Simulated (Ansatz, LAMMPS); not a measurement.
# Amorphous 62SiO2-38GeO2 (mol %) (96 atoms): relaxation and levels of theory

Which bonds does the relaxation leave, and how do the Kohn-Sham gap, forces and pressure change with functional?

Calculated with Ansatz 0.2.0: Kohn-Sham DFT, PBE, PAW (set soft_2), plane waves; cutoff 420 eV, Γ point, fermi-dirac smearing of 0.025 eV.

**The cell**

Density at the start: 2.76 g/cm³. The cell holds 96 atoms: 20 Si, 12 Ge and 64 O. Cell: a = 11.391 Å, b = 11.391 Å, c = 11.391 Å, α = 90.0°, β = 90.0°, γ = 90.0°. 96 atoms (20 Si, 12 Ge, 64 O) placed at random at 2.76 g/cm³, melted at 5000 K for 10 ps at fixed volume with the Morse and Coulomb pair potential with partial charges (Pedone, Malavasi, Menziani, Cormack and Segre, J. Phys. Chem. B 110, 11780 (2006)). Quenched from 5000 K to 300 K at 50 K/ps and fixed volume, held 5 ps, then minimised at fixed cell.

Cell and atoms were relaxed with PBE. The walk converged after 19 steps by the program's count, with a largest force component of 0.0285 eV/Å; it began at an r.m.s. force component of 0.72 eV/Å. The edges went from 11.391, 11.391, 11.391 to 11.726, 10.969, 10.928 Å, and the volume from 15.398 to 14.597 Å³ an atom (-5.2 %).

The input of the reference single point:

```yaml
crystal:
  lattice:
    - [11.71844, 0.16777, -0.37536]
    - [0.16777, 10.96694, 0.14783]
    - [-0.37536, 0.14783, 10.92039]
  atoms:
    - { symbol: Si, position: [0.96202, 0.18661, 0.79464] }
    - { symbol: Si, position: [0.27413, 0.4262, 0.96974] }
    - { symbol: Si, position: [0.62616, 0.6987, 0.48274] }
    - { symbol: Si, position: [0.85805, 0.53191, 0.4772] }
    [... 90 atom lines left out ...]
    - { symbol: O, position: [0.00283, 0.39394, 0.23462] }
    - { symbol: O, position: [0.09852, 0.1757, 0.41557] }
kpoints:
  mp_grid: { grid: [1, 1, 1] }
hamiltonian:
  xc: pbe
scf:
  occupations: { method: fermi_dirac, width: 0.025 }
output:
  forces: true
  stress: true
  populations: true
  dos:
    method: { smearing: { sigma: 0.08 } }
    de: 0.05
    projected: { site_lists: { Ge: [Ge], O: [O], Si: [Si] } }
  eigenvalues: true
  write_density: true
  write_potential: true
  volumetric_format: npy
```

**Bonds after relaxation**

Bonds by pair of elements; cutoffs follow the first minimum of g(r), held within bounds set by covalent radii, and pairs that aren't listed don't count as bonded:

| pair A-B | cutoff (Å) | bonds | mean length (Å) | spread (Å) | shortest (Å) | B about A | A about B |
| --- | --- | --- | --- | --- | --- | --- | --- |
| O-Si | 2.08 | 80 | 1.64 | 0.021 | 1.60 | 1.25 | 4 |
| O-Ge | 2.27 | 49 | 1.78 | 0.05 | 1.72 | 0.766 | 4.08 |

How many atoms have how many bonded neighbours:

| element | mean | 2 | 3 | 4 | 5 |
| --- | --- | --- | --- | --- | --- |
| Ge | 4.08 | 0 | 0 | 11 | 1 |
| O | 2.02 | 63 | 1 | 0 | 0 |
| Si | 4 | 0 | 0 | 20 | 0 |

**Levels of theory**

Single points at the relaxed geometry:

| functional | k-mesh | Kohn-Sham gap (eV) | pressure (GPa) | r.m.s. force component (eV/Å) | SCF cycles | time |
| --- | --- | --- | --- | --- | --- | --- |
| PBE | 1×1×1 | 2.605 | -0.01 | 0.006 | 10 | 23 s |
| HSE06 | 1×1×1 | 4.434 | -5.44 | 0.237 | 19 | 5.4 min |
| r2SCAN | 1×1×1 | 3.199 | -5.29 | 0.190 | 10 | 53 s |
| PBEsol | 1×1×1 | 2.556 | -3.00 | 0.086 | 10 | 21 s |

The gap is that between the highest filled and lowest empty Kohn-Sham level on the run's k-points. Cutoffs: 420 eV for PBE, HSE06 and PBEsol; 500 eV for r2SCAN. Times come from shared hosts and are rough.

**Findings**

By these cutoffs 92 % of Ge atoms have 4, 98 % of O atoms have 2 and 100 % of Si atoms have 4 neighbours. The Kohn-Sham gap is 2.61 eV with PBE on the 1×1×1 mesh. On the 1×1×1 mesh HSE06 changes the gap by +1.83 eV against PBE. On the reference's mesh the gap changes with r2SCAN by +0.59 eV and PBEsol by -0.05 eV. Against the reference the pressure changes with HSE06 by -5.4 GPa, r2SCAN by -5.3 GPa and PBEsol by -3.0 GPa; a negative change means a smaller volume than PBE would take.

Limits: All single points share the geometry relaxed with PBE. The volume changed by -5.2 % on relaxing; in so small a cell, on this mesh and at this cutoff, the relaxed density is rough. One sample; tail or defect levels can set the gap of a disordered cell. The quench rate of 50 K/ps is many orders above laboratory rates, so the cell is likely richer in defects and strain than a real sample. The network of bonds at the start is that of the classical potential that made the cell, and needn't be the one that DFT or experiment would give. In some runs the program notes that the exchange-correlation potential is rough where the density is thin, the exchange threshold is loose for the stress and the SCF threshold is loose for the stress.

[Logs are printed without paths, hosts, clocks, repeated set-up lines and the standing remarks that a program may print on its own settings, such as how far it seeks lower states.]

[Hosts, paths, dates, database ids (printed as entryN), source tags and the programs' standing remarks are cut or masked in the printed files.]
